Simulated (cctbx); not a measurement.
**NaP2I5O: precision against data quality**

Space group P3_1 (no. 144), a = 7.6550 Å, b = 7.6550 Å, c = 19.8500 Å, α = 90.00°, β = 90.00°, γ = 120.00°.

```
atom  mult.       x       y       z  Ueq (Å²)
  I1      3  0.6653  0.0032  0.5816    0.0034
  I2      3  0.6510  0.0066  0.2434    0.0032
  I3      3  0.6409  0.9959  0.9071    0.0033
  I4      3  0.6576  0.6497  0.7561    0.0036
  I5      3  0.6517  0.6522  0.4207    0.0044
  P1      3  0.6924  0.3367  0.8288    0.0047
  P2      3  0.3173  0.6399  0.8277    0.0047
 Na1      3  0.0204  0.0058  0.3380    0.0060
  O1      3  0.6518  0.6553  0.0924    0.0048
```

This is a model crystal, built by substitution and not relaxed, with assumed displacement parameters.

Five simulated data sets (cctbx; Mo Kα, λ = 0.71073 Å; 4 % proportional error) differ in resolution or exposure (noise floor 8 counts in the first three, 8 in the last two). Each is refined with the right model, isotropic at 1.1 Å and anisotropic otherwise. How do the figures of merit and the uncertainties move?

```csv
d min (Å),top counts,"⟨I/σ⟩ (unmerged, absences included)",unique,param. (scale apart),Rint,R1,GooF,largest s.u. xyz (fractional),s.u. U of O1 (Å²),largest error (Å)
1.1,70000,14.0,922,36,0.027,0.0189,0.93,0.00096,0.0021,0.0093
0.84,70000,14.2,2080,81,0.027,0.0190,0.95,0.00084,0.0024,0.0289
0.6,70000,13.5,5672,81,0.027,0.0208,0.95,0.00042,0.0010,0.0025
0.75,300,0.7,2930,81,0.428,0.1594,0.95,0.02674,0.1282,0.1443
0.75,3000,3.4,2930,81,0.092,0.0625,0.95,0.00565,0.0157,0.0813
```

The number of reflections grows roughly as 1/d³: 922, 2080 and 5672 here. R1 follows the noise rather than the truth: at 300 counts it is 0.1594, at 3000 counts 0.0625, while GooF is 0.95 and 0.95: the weights 1/σ² carry the noise. The s.u. of U (U11 where anisotropic) for O1 goes 0.0021, 0.0024, 0.0010 Å² with resolution and 0.1282, 0.0157 Å² with exposure.

Hardware for the 0.6 Å refinement: 0.9 s on 1 thread of Arm Neoverse V2, on a shared host, peak memory 0.09 GiB.

[Logs are printed without paths, hosts, clocks, repeated set-up lines and the standing remarks that a program may print on its own settings, such as how far it seeks lower states.]
